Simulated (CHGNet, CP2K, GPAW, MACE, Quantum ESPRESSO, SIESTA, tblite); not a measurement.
## Random packing of B (94 atoms): runs against a plane-wave reference

Density of this cell: 2.10 g/cm³. The cell holds 94 atoms: 94 B. Its edges and angles: a = 9.301 Å, b = 9.301 Å, c = 9.301 Å, α = 90.0°, β = 90.0°, γ = 90.0°. 94 atoms (94 B) packed at random in a cube at 2.1 g/cm³ and pushed apart as soft spheres; a start for melting by ab initio MD, not an equilibrated structure. Then every atom was moved at random, 0.03 Å r.m.s. a Cartesian component.

Geometry: as built.

The reference, a calculation:

```
method                 : Kohn-Sham DFT, PBE, SSSP efficiency 1.3.0 pseudopotentials, plane waves (Quantum ESPRESSO 7.5); sssp-pbe-1.3.0-efficiency, cutoffs 45/360 Ry, Γ point
r.m.s. force component : 1.106 eV/Å
longest force          : 4.447 eV/Å
pressure               : -20.27 GPa
time                   : 35 s on 4 MPI ranks of Arm Neoverse V2, shared host
CPU time               : 2.3 min
```

Q: Estimate the differences from the reference, the CPU time and the memory of each run.
- GPAW PBE, LCAO dzp, h 0.2 Å (GPAW 26.7.0; 2 MPI ranks)
- SIESTA PBE, DZP, shift 0.01 Ry, mesh 300 Ry (SIESTA 5.4.2; 2 MPI ranks)
- GPAW PBE, LCAO sz(dzp), h 0.2 Å (GPAW 26.7.0; 1 thread)
- MACE MP-0b2 small potential (MACE MP-0b2 small; 1 thread)
- SIESTA PBE, DZP, shift 0.005 Ry, mesh 300 Ry (SIESTA 5.4.2; 2 MPI ranks)
- tblite GFN1-xTB (tblite 0.8.0; 1 thread)
- CP2K PBE, DZVP-MOLOPT-SR, 157/50 Ry, diagonalisation (CP2K 2026.2; 2 threads)
- QE PBE, sssp-1.3.0-efficiency, 45/360 Ry, paro (Quantum ESPRESSO 7.5; 2 MPI ranks)
- tblite GFN2-xTB (tblite 0.8.0; 1 thread)
- GPAW PBE, LCAO szp(dzp), h 0.2 Å (GPAW 26.7.0; 1 thread)

Differences are against the plane-wave reference, forces as r.m.s. over components; share is that over the reference's r.m.s. force, slope the least-squares factor from reference forces to these. Total energies of different programs have different zeros and aren't compared.

| run | Δ force, r.m.s. (meV/Å) | share (%) | slope | Δ pressure (GPa) | cores | CPU time | memory (GiB) |
| --- | --- | --- | --- | --- | --- | --- | --- |
| reference | - | - | - | - | 4 | 2.3 min | 2.0 |
| GPAW PBE, LCAO dzp, h 0.2 Å | 136 | 12.3 | 1.028 | - | 2 | 9.6 min | 1.6 |
| SIESTA PBE, DZP, shift 0.01 Ry, mesh 300 Ry | 163 | 14.7 | 1.046 | 1.86 | 2 | 9.8 min | 1.7 |
| GPAW PBE, LCAO sz(dzp), h 0.2 Å (coarse) | 593 | 53.7 | 1.065 | - | 1 | 1.7 min | 0.77 |
| MACE MP-0b2 small potential | 528 | 47.7 | 0.881 | -4.00 | 1 | 5.7 s | 0.69 |
| SIESTA PBE, DZP, shift 0.005 Ry, mesh 300 Ry | 180 | 16.2 | 1.034 | 2.50 | 2 | 16 min | 2.0 |
| tblite GFN1-xTB | 709 | 64.1 | 0.863 | 15.2 | 1 | 2.2 s | 0.11 |
| CP2K PBE, DZVP-MOLOPT-SR, 157/50 Ry, diagonalisation (coarse) | 19.2 | 1.74 | 1.009 | 0.335 | 2 | 5.2 min | 0.68 |
| QE PBE, sssp-1.3.0-efficiency, 45/360 Ry, paro | 0.258 | 0.0233 | 1.000 | -7.0e-4 | 2 | 3.7 min | 1.9 |
| tblite GFN2-xTB | 798 | 72.1 | 0.832 | 40.5 | 1 | 8.1 s | 0.11 |
| GPAW PBE, LCAO szp(dzp), h 0.2 Å (coarse) | 323 | 29.2 | 1.006 | - | 1 | 6.4 min | 1.1 |

Rows marked coarse were listed beforehand as settings not expected to be converged; some can still land near the reference.

Times of the machine-learned potentials are mostly Python's start and the loading of weights.

CPU time is summed over cores on a shared host, where runs went side by side, so it is rough. Symmetry, cutoffs, thresholds, outputs and thread counts weren't matched or tuned between programs; memory under MPI is the largest rank's times the ranks.

With the reference's own potentials and cutoffs, another solver or threshold moves forces by 0.023 % (QE PBE, sssp-1.3.0-efficiency, 45/360 Ry, paro). The PBE runs in local orbitals, coarse settings apart, differ by 12 % (GPAW PBE, LCAO dzp, h 0.2 Å) to 16 % (SIESTA PBE, DZP, shift 0.005 Ry, mesh 300 Ry); basis, grid and potentials can all enter. Tight binding differs by 64 % (tblite GFN1-xTB) to 72 % (tblite GFN2-xTB); it is another model, with fitted parameters of its own, and the xTB methods hold dispersion. Machine-learned potentials differ by 48 % (MACE MP-0b2 small potential); they were trained on other programs' data. Periodic xTB results under one method name differ between programs and library versions. Machine-learned potentials mimic data converged in k, so the reference's own k-point error enters their differences. The electronic-structure runs sample only Γ, in a cell whose shortest periodic width is 9 Å, which is coarse for a cell with partly filled levels.

[Logs are printed without paths, hosts, clocks, repeated set-up lines and the standing remarks that a program may print on its own settings, such as how far it seeks lower states.]

[Hosts, paths, dates, database ids (printed as entryN), source tags and the programs' standing remarks are cut or masked in the printed files.]
